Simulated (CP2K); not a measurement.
Two runs for the N K edge of 2-nitrosoimidazole. Run A: CP2K XAS_TDP, all-electron GAPW, PBEh(45%), aug-cc-pVDZ, TDA, no relativity. Run B differs in one setting.

First lines with a strength over 0.0015. A:

| atom | energy (eV) | states | strength, one atom |
| --- | --- | --- | --- |
| N2 (bonded to C and O) | 394.50 | 1 | 0.0658 |
|  | 402.02 | 1 | 0.0090 |
|  | 402.29 | 1 | 0.0050 |
|  | 403.06 | 1 | 0.0069 |
|  | 403.85 | 1 | 0.0040 |
| N4 (bonded to 2 C) | 394.41 | 1 | 0.0421 |
|  | 398.50 | 1 | 0.0128 |
|  | 399.60 | 1 | 0.0032 |
|  | 400.20 | 1 | 0.0023 |
|  | 401.31 | 1 | 0.0025 |
| N7 (bonded to 2 C and H) | 396.83 | 1 | 0.0241 |
|  | 400.11 | 1 | 0.0141 |
|  | 400.42 | 1 | 0.0131 |
|  | 401.81 | 1 | 0.0020 |
|  | 401.94 | 1 | 0.0021 |

B:

| atom | energy (eV) | states | strength, one atom |
| --- | --- | --- | --- |
| N2 (bonded to C and O) | 400.27 | 1 | 0.0648 |
|  | 407.80 | 1 | 0.0089 |
|  | 408.06 | 1 | 0.0049 |
|  | 408.83 | 1 | 0.0068 |
|  | 409.63 | 1 | 0.0039 |
| N4 (bonded to 2 C) | 399.23 | 1 | 0.0416 |
|  | 403.32 | 1 | 0.0127 |
|  | 404.42 | 1 | 0.0032 |
|  | 405.02 | 1 | 0.0023 |
|  | 406.13 | 1 | 0.0025 |
| N7 (bonded to 2 C and H) | 401.64 | 1 | 0.0238 |
|  | 404.92 | 1 | 0.0140 |
|  | 405.23 | 1 | 0.0129 |
|  | 406.62 | 1 | 0.0019 |
|  | 406.75 | 1 | 0.0020 |

**Question.** Which was it: the functional, scalar relativity switched on, the basis, GW2X switched on?

GW2X switched on. GW2X shifts an atom's lines together and keeps their spacings. Against PBEh(45%) in aug-cc-pVDZ, the leading lines move by +5.77 eV (N2, to 400.27), +4.82 eV (N4, to 399.23) and +4.81 eV (N7, to 401.64).

[Hosts, paths, dates, database ids (printed as entryN), source tags and the programs' standing remarks are cut or masked in the printed files.]
